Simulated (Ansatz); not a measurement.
# Mo2NO2 monolayer: phonons and vibrational spectra, part 2 of 2

The cell of Mo2NO2 monolayer is at rest. What are its phonons? After the zone centre comes a 4×4×1 q mesh on a 20×20×1 k mesh.

Ansatz 0.2.0; DFT PBEsol, scalar-relativistic, plane waves, PAW; PAW set soft_1.

So far. Step 2 (Modes at Γ): Before it was imposed, the acoustic sum rule was missed by 4.8e-5 eV/Å². Small misses are needed for a sound result but don't prove that mesh and cutoff are converged. The lowest optical mode is real, 151 cm⁻¹.

## Step 3: The dispersion

Stability and thermal properties need the whole zone. Linear response on a 4×4×1 q mesh gives force constants as far as a supercell of that size would.

Input file input.yaml:

```yaml
crystal:
  lattice:
    - [3.1275982884, 0.0, 0.0]
    - [-1.5637991442, 2.7085795706, 0.0]
    - [0.0, 0.0, 32.6]
  atoms:
    - { symbol: "N", position: [0.0, 0.0, 0.3067484663] }
    - { symbol: Mo, position: [0.3333333333, 0.6666666667, 0.3385219659] }
    - { symbol: Mo, position: [0.6666666667, 0.3333333333, 0.2749749666] }
    - { symbol: O, position: [0.6666666667, 0.3333333333, 0.3700275879] }
    - { symbol: O, position: [0.3333333333, 0.6666666667, 0.2434693446] }
  periodic: [true, true, false]
kpoints:
  mp_grid: { grid: [20, 20, 1] }
hamiltonian:
  xc: pbesol
  pseudopotentials: { kind: paw, azcp: { folder: soft_1 }, xc_functional: pbe }
scf:
  occupations: { method: methfessel_paxton, width: 0.2 }
output:
  eigenvalues: true
phonons:
  method: dfpt
  qmesh: [4, 4, 1]
  temperatures: { t_max: 1000, t_step: 50 }
  qpath:
    path:
      - [0.0, 0.0, 0.0]
      - [0.5, 0.0, 0.0]
      - [0.33333333, 0.33333333, 0.0]
      - [0.0, 0.0, 0.0]
    npoints: 10
```

Run with:

```bash
ansatz run input.yaml --threads 8 --pin off --max-ram 16384MiB --backend cpu --events-out ev --progress --plain --runs-dir out
```

Numbers of over 12 decimals in the logs are rounded to 6 here.

The log of the run:

```text
[...]
Crystal: 5 atoms, lattice volume = 276.166 Å³
Basis set: ecut = 420 eV, 5353 PW (Γ), exchange–correlation on 48×48×450 points (8 copies of the dense FFT grid, shifted against one another)
Bands: 28, of which v1, the nominal top of the filled ones, is band 23 counted from 1 (22 counted from 0)
Symmetry: 12 space group operations
k-points: 44 of 400 (irreducible under 6 space group operations, time reversal used)
[...]
SCF iter   1: F=—  HF=-11304.017048 eV  |F-HF|=—  |Δ(HF+E_count)|=         —  Δρ=9.79e-2  dr2=3.14e1  ethr=3.10e-3  ⟨swp⟩=12.2  Hψ=9415  notcnv=0
[...]
SCF iter  13: F=-11295.835298 eV  HF=-11295.835298 eV  |F-HF|=2.91e-11  |Δ(HF+E_count)|=   1.15e-9  S|Δr|=    0.00e0  Δρ=4.03e-8  dr2=3.81e-12  ethr=1.00e-12  ⟨swp⟩=20.9  Hψ=13138  notcnv=0
SCF 1 converged in 13 iterations: F = -11295.835298 eV  dr2 = 3.81e-12
[...]
phonons: the bands overlap, so this run is a metal and interpolates without the dipole-dipole term. If the crystal is really an insulator or semiconductor, its LO-TO splitting is missing
NSCF: frozen V_eff on 44 k-points
WARN: eigensolver did not converge (k=24): 1 band(s) unlocked after 2 eigensolves, warm-restarted (20 sweeps on the last) at ethr=1.39e-12 eV (storage-precision floor; scheduled 1.00e-12 eV) (lowest unlocked band 27, counted from 0; max residual 5.63e-6 eV among the unlocked bands, 5.63e-6 eV over every band; other slots of this pass that fall short are told together in one closing line; warning suppressed until the next SCF loop or pass starts)
WARN: eigensolver did not converge in 2 slots of this pass, the one above among them; of largest residual over every band (k=24): 1 band(s) unlocked (lowest unlocked band 27, counted from 0; max residual 5.63e-6 eV among the unlocked bands, 5.63e-6 eV over every band); of lowest unlocked band (k=24): band 27
[...]
DFPT response loops at q = (0, 0, 0) (fractional): preconditioner auto → none (partly filled bands, converged f_vac=0.788); β = 0.50; Broyden in place of MSR1
[...]
SCF converged after 13 iterations
[...]
Free energy (F): -11295.835298 eV
[...]
Internal energy: -11295.835617 eV  (E = F + TS)
E sigma→0 (E₀):  -11295.835378 eV
Entropy (-TS):   0.000319 eV (0.064 meV/atom)
Fermi energy:    -6.094600 eV
[...]
--- Band table (eV; the first three rows and the last of 44) ---
  k-point 0: bands = [... 19 lower, -9.1663, -8.6673, -8.6673, -6.4133, -5.3319, -5.3319, -4.4319, -3.4679, ... 1 higher]
  k-point 1: bands = [... 19 lower, -9.0986, -8.4005, -8.3888, -6.5039, -5.3124, -5.2285, -4.4208, -3.5180, ... 1 higher]
  k-point 2: bands = [... 19 lower, -8.9772, -8.1045, -7.9733, -6.6288, -5.2414, -5.0300, -4.3893, -3.6115, ... 1 higher]
  k-point 43: bands = [... 19 lower, -10.0987, -7.0640, -6.9165, -6.7407, -4.5540, -4.4233, -3.8491, -2.3325, ... 1 higher]
--- Phonons (Γ-DFPT): 10 representative perturbations + reference (Σ response iterations 54) ---
  ASR residual: 4.313e-5 → 0.000e0 eV/Å²; symmetrization residual: 1.021e-5 eV/Å²
[...]
ASR residual per site (eV/Å²): 6.21e-6 1.30e-5 1.37e-5 4.31e-5 4.06e-5
[...]
--- Phonons (arbitrary-q DFPT): 4 irreducible q on the 4×4×1 mesh ---
  q = [0.0000, 0.0000, 0.0000] (star 1, of the zone-centre solve; hermiticity 7.07e-7, symmetrization 2.69e-13, taken by the last average 1.15e-7): -0.00 0.00 0.00 152.89 152.89 285.51 360.69 360.69 398.76 398.76 479.93 536.53 542.88 685.33 685.33
  q = [0.0000, 0.2500, 0.0000] (star 6, 15 solved perturbations on 210 of 400 k-point pairs; hermiticity 4.94e-7, symmetrization 1.05e-10, taken by the last average 8.50e-8): -164.24 -78.28 81.53 162.92 165.73 236.83 348.40 369.87 392.01 423.18 487.29 502.54 527.13 690.70 698.70
[...]
q = [0.2500, 0.2500, 0.0000] (star 6, 10 solved perturbations in 3050 linear systems a pass and spin channel, the states on 400 of 400 k-point pairs; hermiticity 3.28e-7, symmetrization 1.04e-10, taken by the last average 9.71e-8): -138.12 82.82 150.16 163.52 182.20 289.50 354.60 393.74 405.53 405.94 478.29 480.04 522.09 686.57 717.48
  sum rule: each row above includes the acoustic sum rule's correction from the zone centre's row sums; it moved no ω² by more than (0.86 cm⁻¹)²
  mesh force constants: q→R imaginary residual 5.76e-18; ASR residual 4.313e-5 → 0.000e0 eV/Å²; symmetrization residual 1.066e-14 eV/Å²
  interpolated dispersion: 31 rows × 15 modes
  density of states and harmonic sums: on the 24×24×1 q-mesh, interpolated from the force constants of a 4×4×1 supercell (no non-analytic term)
  largest difference from the sums on the solved wave vectors: F 3.73e-2 eV, S 4.31e-5 and C_V 1.13e-5 eV/K
  zero-point energy: 0.321441 eV/cell   skipped modes (ω ≤ 0): 100, of them read as no rigid motion or as one in doubt: 97 (1.615e0 modes/cell left out, lowest -169.74 cm⁻¹)   left out of the sums: 1.08e-1 of the cell's modes: C_V's classical limit lies that fraction below 3 k_B per atom; for a crystal, a wire or a layer, F and S can be off by more, and a phonons.interpolated_qmesh denser along its periods is the remedy for the sampling
```

Elapsed: 17 min, on 8 threads of Arm Neoverse V2, shared host; peak memory 5.8 GiB; 2.2 h of CPU time.

This step gave:

| Item | Value |
| --- | --- |
| sum-rule residual before enforcement | 4.31e-5 eV/Å² |
| lowest frequency on the path | -169.7 cm⁻¹ |
| highest frequency on the path or at a solved wavevector | 719.5 cm⁻¹ |
| lowest optical zone-centre mode | 152.9 cm⁻¹ |
| lowest mode on the q mesh (acoustic modes at Γ apart) | -164.2 cm⁻¹ |

Frequencies (cm⁻¹) solved at each irreducible wavevector; negative means imaginary. Frequencies by wavevector, by row:

| q in reciprocal lattice units | star | mode 1 | mode 2 | mode 3 | mode 4 | mode 13 | mode 14 | mode 15 |
| --- | --- | --- | --- | --- | --- | --- | --- | --- |
| 0 0 0 | 1 | 0 | 0 | 0 | 152.9 | 542.9 | 685.3 | 685.3 |
| 0 0.25 0 | 6 | -164.2 | -78.3 | 81.5 | 162.9 | 527.1 | 690.7 | 698.7 |
| 0 -0.5 0 | 3 | -132.7 | -42.9 | 153.5 | 175.3 | 509.1 | 656.2 | 697.9 |
| 0.25 0.25 0 | 6 | -138.1 | 82.8 | 150.2 | 163.5 | 522.1 | 686.6 | 717.5 |

Interpolated from a 4×4×1 q mesh. The phonon branches at the labelled points (cm⁻¹):

| point | branch 1 | branch 2 | branch 3 | branch 4 | branch 12 | branch 13 | branch 14 | branch 15 |
| --- | --- | --- | --- | --- | --- | --- | --- | --- |
| Γ | 0 | 0 | 0 | 153 | 536 | 543 | 685 | 685 |
| halfway | -164 | -78 | 82 | 163 | 502 | 527 | 691 | 699 |
| M | -133 | -43 | 154 | 175 | 493 | 509 | 656 | 698 |
| halfway | -106 | 20 | 158 | 173 | 483 | 517 | 679 | 714 |
| K | 34 | 94 | 94 | 176 | 477 | 520 | 714 | 714 |
| halfway | -170 | 70 | 92 | 122 | 492 | 527 | 692 | 701 |
| Γ | 0 | 0 | 0 | 153 | 536 | 543 | 685 | 685 |

The phonon density of states has structure finer than the step of the table below, so its rows give means over 25 cm⁻¹, whole bins alone (the curve runs from -175 to 725 cm⁻¹). Peaks (cm⁻¹: height): -165.0: 0.0208, 155.0: 0.0476, 175.0: 0.0652, 395.0: 0.0856, 475.0: 0.0687, 525.0: 0.0671, 695.0: 0.0713.

Tetrahedra on a 24×24×1 mesh, mean over bins of 10 cm-1. Interpolated from a 4×4×1 q mesh. Phonon density of states against wavenumber; means over each step:

| wavenumber (cm⁻¹) | phonon density of states (1/cm⁻¹/cell) |
| --- | --- |
| -150 | 0.0134 |
| -125 | 0.0137 |
| -100 | 0.00689 |
| -75 | 0.0125 |
| -50 | 0.00738 |
| -25 | 0.00382 |
| 0 | 0.00267 |
| 25 | 0.00472 |
| 50 | 0.00857 |
| 75 | 0.00983 |
| 100 | 0.00548 |
| 125 | 0.0117 |
| 150 | 0.0327 |
| 175 | 0.0499 |
| 200 | 0.0105 |
| 225 | 0.00469 |
| 250 | 0.0137 |
| 275 | 0.0102 |
| 300 | 0.00956 |
| 325 | 0.00347 |
| 350 | 0.0240 |
| 375 | 0.0475 |
| 400 | 0.0607 |
| 425 | 0.0262 |
| 450 | 0 |
| 475 | 0.0436 |
| 500 | 0.0362 |
| 525 | 0.0384 |
| 550 | 0.00177 |
| 575 | 0 |
| 600 | 0 |
| 625 | 0 |
| 650 | 0.00245 |
| 675 | 0.0236 |
| 700 | 0.0457 |

The partial phonon density of states has structure finer than the step of the table below, so its rows give means over 25 cm⁻¹, whole bins alone (the curve runs from -180 to 752 cm⁻¹). Peaks (cm⁻¹: height): Mo -126.8: 0.0126, 177.8: 0.0562, 242.2: 0.0158, 482.3: 0.00982; N 523.3: 0.0316, 693.2: 0.0527; O 394.5: 0.0685, 482.3: 0.0508.

Phonopy on the run's constants, 21x21x1 mesh, Gaussian sigma 6.7 cm-1. Interpolated from a 4×4×1 q mesh. Table of partial phonon density of states by wavenumber; means over each step; values in 1/cm⁻¹/cell:

| wavenumber (cm⁻¹) | Mo | N | O |
| --- | --- | --- | --- |
| -150 | 0.00983 | 0.00147 | 0.00177 |
| -125 | 0.00967 | 0.00200 | 0.00155 |
| -100 | 0.00608 | 9.8e-4 | 9.5e-4 |
| -75 | 0.00908 | 0.00112 | 0.00146 |
| -50 | 0.00664 | 8.0e-4 | 7.6e-4 |
| -25 | 0.00210 | 2.3e-4 | 2.6e-4 |
| 0 | 0.00151 | 1.5e-4 | 2.0e-4 |
| 25 | 0.00473 | 5.2e-4 | 6.3e-4 |
| 50 | 0.00646 | 7.6e-4 | 9.2e-4 |
| 75 | 0.00818 | 9.5e-4 | 0.00105 |
| 100 | 0.00486 | 3.6e-4 | 5.7e-4 |
| 125 | 0.0106 | 3.5e-4 | 8.9e-4 |
| 150 | 0.0299 | 6.3e-4 | 0.00182 |
| 175 | 0.0460 | 3.0e-4 | 0.00235 |
| 200 | 0.0111 | 4.1e-5 | 7.2e-4 |
| 225 | 0.00429 | 1.4e-5 | 3.8e-4 |
| 250 | 0.0122 | 5.1e-5 | 0.00146 |
| 275 | 0.00861 | 4.0e-5 | 0.00157 |
| 300 | 0.00810 | 1.8e-5 | 0.00125 |
| 325 | 0.00237 | 2.3e-4 | 0.00169 |
| 350 | 0.00379 | 0.00173 | 0.0180 |
| 375 | 0.00392 | 0.00125 | 0.0439 |
| 400 | 0.00291 | 8.7e-4 | 0.0553 |
| 425 | 0.00144 | 6.8e-4 | 0.0235 |
| 450 | 1.9e-4 | 3.2e-5 | 0.00135 |
| 475 | 0.00642 | 0.00149 | 0.0344 |
| 500 | 0.00542 | 0.00665 | 0.0250 |
| 525 | 0.00375 | 0.0220 | 0.0108 |
| 550 | 2.8e-4 | 0.00123 | 0.00159 |
| 575 | 0 | 0 | 1.1e-6 |
| 600 | 0 | 0 | 0 |
| 625 | 0 | 4.1e-6 | 0 |
| 650 | 1.5e-4 | 0.00243 | 1.2e-4 |
| 675 | 0.00117 | 0.0210 | 0.00102 |
| 700 | 0.00255 | 0.0408 | 0.00157 |
| 725 | 6.2e-4 | 0.00820 | 3.8e-4 |

Symmetry leaves 4 wavevectors to solve. The lowest mode among them, the acoustic zeros apart, lies at q = (0, 0.25, 0) and is imaginary, 164.2i cm⁻¹, so the energy falls along it. Between them the interpolated path dips to 170i cm⁻¹.

## Step 4: Isotope substitution, element Mo, natural mass 95.95 amu

An isotope changes the mass and not the force constants, so no new electronic calculation is needed; the shifts show which modes move this element.

The same force constants with the mass of Mo changed from 95.950 to 99.907 u (phonopy, no LO-TO term). Both lists are sorted by frequency; levels can cross, so a row need not hold one and the same mode. Modes under 3 cm⁻¹ are left out. Isotope shifts, by row, the first 40 of 57 rows:

| q | rank | natural mass (cm⁻¹) | changed mass (cm⁻¹) |
| --- | --- | --- | --- |
| 0 0 0 | 4 | 152.9 | 150.1 |
| 0 0 0 | 5 | 152.9 | 150.1 |
| 0 0 0 | 6 | 285.5 | 280.7 |
| 0 0 0 | 7 | 360.7 | 359.6 |
| 0 0 0 | 8 | 360.7 | 359.6 |
| 0 0 0 | 9 | 398.8 | 398.1 |
| 0 0 0 | 10 | 398.8 | 398.1 |
| 0 0 0 | 11 | 479.9 | 478.5 |
| 0 0 0 | 12 | 536.5 | 536.1 |
| 0 0 0 | 13 | 542.9 | 541.1 |
| 0 0 0 | 14 | 685.3 | 684.8 |
| 0 0 0 | 15 | 685.3 | 684.8 |
| 0 0.25 0 | 1 | -164.2 | -161.6 |
| 0 0.25 0 | 2 | -78.28 | -77.13 |
| 0 0.25 0 | 3 | 81.53 | 80.19 |
| 0 0.25 0 | 4 | 162.9 | 160.3 |
| 0 0.25 0 | 5 | 165.7 | 162.6 |
| 0 0.25 0 | 6 | 236.8 | 232.4 |
| 0 0.25 0 | 7 | 348.4 | 346.9 |
| 0 0.25 0 | 8 | 369.9 | 369 |
| 0 0.25 0 | 9 | 392 | 391.4 |
| 0 0.25 0 | 10 | 423.2 | 422.5 |
| 0 0.25 0 | 11 | 487.3 | 485.6 |
| 0 0.25 0 | 12 | 502.5 | 501.4 |
| 0 0.25 0 | 13 | 527.1 | 526.4 |
| 0 0.25 0 | 14 | 690.7 | 690 |
| 0 0.25 0 | 15 | 698.7 | 697.9 |
| 0 -0.5 0 | 1 | -132.7 | -130.8 |
| 0 -0.5 0 | 2 | -42.94 | -42.18 |
| 0 -0.5 0 | 3 | 153.5 | 150.5 |
| 0 -0.5 0 | 4 | 175.3 | 171.9 |
| 0 -0.5 0 | 5 | 189.6 | 185.8 |
| 0 -0.5 0 | 6 | 294.6 | 289.9 |
| 0 -0.5 0 | 7 | 377.5 | 377.1 |
| 0 -0.5 0 | 8 | 386.8 | 386.7 |
| 0 -0.5 0 | 9 | 394.9 | 394.9 |
| 0 -0.5 0 | 10 | 427.1 | 426.9 |
| 0 -0.5 0 | 11 | 471.7 | 470.4 |
| 0 -0.5 0 | 12 | 493.3 | 491.1 |
| 0 -0.5 0 | 13 | 509.1 | 508 |

A mode of this element alone would shift by -2.00 %. The highest zone-centre frequency without the field goes from 685.3 to 684.8 cm⁻¹ (-0.1 %). The product of the frequency ratios over all optical modes at Γ is 0.930; the product rule, (m/m′)^(3k/2) (M′/M)^(3/2) with k = 2 such atoms and M the mass of the cell, gives 0.930.

## Step 5: Isotope substitution, element N, natural mass 14.007 amu

The same for N, from 14.01 to 15.00 u.

The same force constants with the mass of N changed from 14.007 to 15.000 u (phonopy, no LO-TO term). Both lists are sorted by frequency; levels can cross, so a row need not hold one and the same mode. Modes under 3 cm⁻¹ are left out. Isotope shifts, by row, the first 40 of 57 rows:

| q | rank | natural mass (cm⁻¹) | changed mass (cm⁻¹) |
| --- | --- | --- | --- |
| 0 0 0 | 4 | 152.9 | 152.9 |
| 0 0 0 | 5 | 152.9 | 152.9 |
| 0 0 0 | 6 | 285.5 | 285.5 |
| 0 0 0 | 7 | 360.7 | 360.6 |
| 0 0 0 | 8 | 360.7 | 360.6 |
| 0 0 0 | 9 | 398.8 | 398.8 |
| 0 0 0 | 10 | 398.8 | 398.8 |
| 0 0 0 | 11 | 479.9 | 468.1 |
| 0 0 0 | 12 | 536.5 | 532.6 |
| 0 0 0 | 13 | 542.9 | 542.9 |
| 0 0 0 | 14 | 685.3 | 663.8 |
| 0 0 0 | 15 | 685.3 | 663.8 |
| 0 0.25 0 | 1 | -164.2 | -163.8 |
| 0 0.25 0 | 2 | -78.28 | -77.99 |
| 0 0.25 0 | 3 | 81.53 | 81.34 |
| 0 0.25 0 | 4 | 162.9 | 162.7 |
| 0 0.25 0 | 5 | 165.7 | 165.7 |
| 0 0.25 0 | 6 | 236.8 | 236.8 |
| 0 0.25 0 | 7 | 348.4 | 347.1 |
| 0 0.25 0 | 8 | 369.9 | 369.8 |
| 0 0.25 0 | 9 | 392 | 391.9 |
| 0 0.25 0 | 10 | 423.2 | 422.9 |
| 0 0.25 0 | 11 | 487.3 | 485.7 |
| 0 0.25 0 | 12 | 502.5 | 501.3 |
| 0 0.25 0 | 13 | 527.1 | 516.7 |
| 0 0.25 0 | 14 | 690.7 | 669.4 |
| 0 0.25 0 | 15 | 698.7 | 677.5 |
| 0 -0.5 0 | 1 | -132.7 | -131.8 |
| 0 -0.5 0 | 2 | -42.94 | -42.83 |
| 0 -0.5 0 | 3 | 153.5 | 153.5 |
| 0 -0.5 0 | 4 | 175.3 | 175.3 |
| 0 -0.5 0 | 5 | 189.6 | 189.6 |
| 0 -0.5 0 | 6 | 294.6 | 294.6 |
| 0 -0.5 0 | 7 | 377.5 | 377.5 |
| 0 -0.5 0 | 8 | 386.8 | 386.8 |
| 0 -0.5 0 | 9 | 394.9 | 394 |
| 0 -0.5 0 | 10 | 427.1 | 427.1 |
| 0 -0.5 0 | 11 | 471.7 | 471.2 |
| 0 -0.5 0 | 12 | 493.3 | 493.3 |
| 0 -0.5 0 | 13 | 509.1 | 495.6 |

A mode of this element alone would shift by -3.37 %. The highest zone-centre frequency without the field goes from 685.3 to 663.8 cm⁻¹ (-3.1 %). The product of the frequency ratios over all optical modes at Γ is 0.908; the product rule, (m/m′)^(3k/2) (M′/M)^(3/2) with k = 1 such atoms and M the mass of the cell, gives 0.908.

## Step 6: Another isotope, element O, natural mass 15.999 amu

The same for O, from 16.00 to 18.00 u.

The same force constants with the mass of O changed from 15.999 to 17.999 u (phonopy, no LO-TO term). Both lists are sorted by frequency; levels can cross, so a row need not hold one and the same mode. Modes under 3 cm⁻¹ are left out. Isotope shifts, by row, the first 40 of 57 rows:

| q | rank | natural mass (cm⁻¹) | changed mass (cm⁻¹) |
| --- | --- | --- | --- |
| 0 0 0 | 4 | 152.9 | 152.1 |
| 0 0 0 | 5 | 152.9 | 152.1 |
| 0 0 0 | 6 | 285.5 | 282.5 |
| 0 0 0 | 7 | 360.7 | 343.4 |
| 0 0 0 | 8 | 360.7 | 343.4 |
| 0 0 0 | 9 | 398.8 | 377.9 |
| 0 0 0 | 10 | 398.8 | 377.9 |
| 0 0 0 | 11 | 479.9 | 473 |
| 0 0 0 | 12 | 536.5 | 517.3 |
| 0 0 0 | 13 | 542.9 | 517.5 |
| 0 0 0 | 14 | 685.3 | 684.3 |
| 0 0 0 | 15 | 685.3 | 684.3 |
| 0 0.25 0 | 1 | -164.2 | -163.1 |
| 0 0.25 0 | 2 | -78.28 | -77.5 |
| 0 0.25 0 | 3 | 81.53 | 80.91 |
| 0 0.25 0 | 4 | 162.9 | 161.3 |
| 0 0.25 0 | 5 | 165.7 | 165.1 |
| 0 0.25 0 | 6 | 236.8 | 235.7 |
| 0 0.25 0 | 7 | 348.4 | 334.6 |
| 0 0.25 0 | 8 | 369.9 | 351.2 |
| 0 0.25 0 | 9 | 392 | 371.6 |
| 0 0.25 0 | 10 | 423.2 | 401.4 |
| 0 0.25 0 | 11 | 487.3 | 465.7 |
| 0 0.25 0 | 12 | 502.5 | 478.5 |
| 0 0.25 0 | 13 | 527.1 | 519.8 |
| 0 0.25 0 | 14 | 690.7 | 689.5 |
| 0 0.25 0 | 15 | 698.7 | 697.3 |
| 0 -0.5 0 | 1 | -132.7 | -131.8 |
| 0 -0.5 0 | 2 | -42.94 | -42.81 |
| 0 -0.5 0 | 3 | 153.5 | 153.4 |
| 0 -0.5 0 | 4 | 175.3 | 174.8 |
| 0 -0.5 0 | 5 | 189.6 | 189.4 |
| 0 -0.5 0 | 6 | 294.6 | 290.7 |
| 0 -0.5 0 | 7 | 377.5 | 357.2 |
| 0 -0.5 0 | 8 | 386.8 | 365 |
| 0 -0.5 0 | 9 | 394.9 | 373.8 |
| 0 -0.5 0 | 10 | 427.1 | 403.4 |
| 0 -0.5 0 | 11 | 471.7 | 448.8 |
| 0 -0.5 0 | 12 | 493.3 | 472 |
| 0 -0.5 0 | 13 | 509.1 | 507.3 |

A mode of this element alone would shift by -5.72 %. The highest zone-centre frequency without the field goes from 685.3 to 684.3 cm⁻¹ (-0.1 %). The product of the frequency ratios over all optical modes at Γ is 0.720; the product rule, (m/m′)^(3k/2) (M′/M)^(3/2) with k = 2 such atoms and M the mass of the cell, gives 0.720.

## Step 7: Results

| Item | Value |
| --- | --- |
| space group (within 0.01 Å) | P-3m1 |
| area per atom | 1.69 Å² |
| electronic character | no gap on this mesh |
| highest optical mode at the zone centre (no LO-TO term) | 685 cm⁻¹ |
| lowest optical zone-centre mode | 151 cm⁻¹ |
| lowest mode on the q mesh (acoustic modes at Γ apart) | -164 cm⁻¹ |
| highest frequency on the path or at a solved wavevector | 720 cm⁻¹ |
| imaginary modes on the 4×4×1 q mesh | yes |

In words: Modes are clearly imaginary (beyond 10i cm⁻¹) at 3 of the 4 irreducible wavevectors, most at q = (0, 0.25, 0) (164.2i cm⁻¹), so this structure is not a minimum of the energy. The optical modes at Γ span 151 to 685 cm⁻¹. The highest mode in this list at Γ, 685.3 cm⁻¹, is mostly motion of N (94 % of the kinetic energy). With no gap, or one that is small against the smearing, the frequencies hang on the k mesh and the smearing, most of all near Kohn anomalies. The phonon runs are without spin polarisation, although the cell has an odd electron count. In a sheet or slab the interpolated bending branch near Γ is rough, since the rotational sum rule isn't imposed. The PAW files were made for PBE and serve the other functionals too. A phonon run warned that its eigensolver left some bands unconverged in a pass. The starting cell was built on a prototype and not taken from a measurement. These are harmonic frequencies at zero temperature: anharmonic shifts, linewidths and thermal expansion are left out.

[Logs are printed without paths, hosts, clocks, repeated set-up lines and the standing remarks that a program may print on its own settings, such as how far it seeks lower states.]

[Hosts, paths, dates, database ids (printed as entryN), source tags and the programs' standing remarks are cut or masked in the printed files.]
